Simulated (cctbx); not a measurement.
## What is wrong with this refinement?

Cell a = 11.8250 Å, b = 11.8250 Å, c = 11.8250 Å, α = 90.00°, β = 90.00°, γ = 90.00°; space group Fm-3m (no. 225). The compound is LiYbAg2I6.

Simulated single-crystal data (cctbx): Cu Kα, λ = 1.54184 Å, to d = 0.8 Å, 50 % of the full sphere, strongest reflection 5000 counts, noise from counting, a 6 % proportional error and a noise floor of 4 counts (s.d.); no absorption.

An anisotropic refinement with weights 1/σ² prints:

```text
Rint 0.069, 117 unique reflections to 0.80 A
cycle     R1     wR2    GooF  max shift (A)
   1  0.0926  0.2088   4.980   0.00061
   2  0.0367  0.0735   1.753   0.00000
final R1 0.0367 wR2 0.0735 GooF 1.753  parameters 6  data/parameter 19.5
atom        x        y        z      Ueq    occ   su(xyz)  su(Uiso or U11)
Yb1    0.00000  0.00000  0.00000   0.0221  1.000  0.00000  0.0006
I1     0.00000  0.00000  0.75145   0.0078  1.000  0.00008  0.0005
Ag1    0.25000  0.75000  0.75000   0.0094  1.000  0.00000  0.0006
Li1    0.50000  0.00000  0.00000   0.0073  1.000  0.00000  0.0127
difference map: max 4.21 min -2.45 rms 0.47
Q1    0.2500  0.2500  0.2500    8    4.21  0.00 A from Ag1
Q2    0.0000  0.0000  0.2589   24    3.90  0.12 A from I1
Q3    0.0686  0.0686  0.4314   32    1.01  1.41 A from Li1
Q4    0.0574  0.0574  0.0574   32    0.89  1.18 A from Yb1
Q5    0.0000  0.0000  0.1007   24    0.87  1.19 A from Yb1
Q6    0.0623  0.1883  0.3117   96    0.70  2.45 A from Ag1
```

Q: Accept it or mend it, and why?

Mend it. The fault: dispersion terms of the wrong wavelength (0.71073 Å). Against the right model at the same level, R1 goes from 0.0165 to 0.0367 and GooF from 0.87 to 1.75, U of Ag1 shrinks from 0.0153 to 0.0094 Å², U of I1 shrinks from 0.0120 to 0.0078 Å², U of Yb1 swells from 0.0150 to 0.0221 Å² and the top difference peak, 4.2 e/Å³, lies on Ag1. f′ and f″ must be those of the data's wavelength; the error mimics a mistyped heavy atom. The signs are weak, and the output alone doesn't single this fault out.

The compound is LiYbAg2I6. The right model at the same level gives:

```text
Rint 0.069, 117 unique reflections to 0.80 A
cycle     R1     wR2    GooF  max shift (A)
   1  0.0229  0.0592   1.412   0.00003
   2  0.0165  0.0364   0.867   0.00000
final R1 0.0165 wR2 0.0364 GooF 0.867  parameters 6  data/parameter 19.5
atom        x        y        z      Ueq    occ   su(xyz)  su(Uiso or U11)
Yb1    0.00000  0.00000  0.00000   0.0150  1.000  0.00000  0.0003
I1     0.00000  0.00000  0.75140   0.0120  1.000  0.00004  0.0002
Ag1    0.25000  0.75000  0.75000   0.0153  1.000  0.00000  0.0003
Li1    0.50000  0.00000  0.00000   0.0195  1.000  0.00000  0.0074
difference map: max 0.71 min -0.56 rms 0.16
Q1    0.0711  0.0711  0.4289   32    0.74  1.46 A from Li1
Q2    0.2205  0.2205  0.2795   32    0.64  0.60 A from Ag1
Q3    0.0959  0.1505  0.1505   96    0.58  2.41 A from I1
Q4    0.0744  0.0744  0.0744   32    0.57  1.52 A from Yb1
Q5    0.0000  0.0000  0.2653   24    0.54  0.20 A from I1
Q6    0.0510  0.1964  0.3036   96    0.53  2.49 A from I1
```

The model was made for the exercise: a known structure type with other elements put in, its volume estimated, not relaxed; displacement parameters are assumed.

[Middle refinement cycles are left out of these outputs.]

[Logs are printed without paths, hosts, clocks, repeated set-up lines and the standing remarks that a program may print on its own settings, such as how far it seeks lower states.]
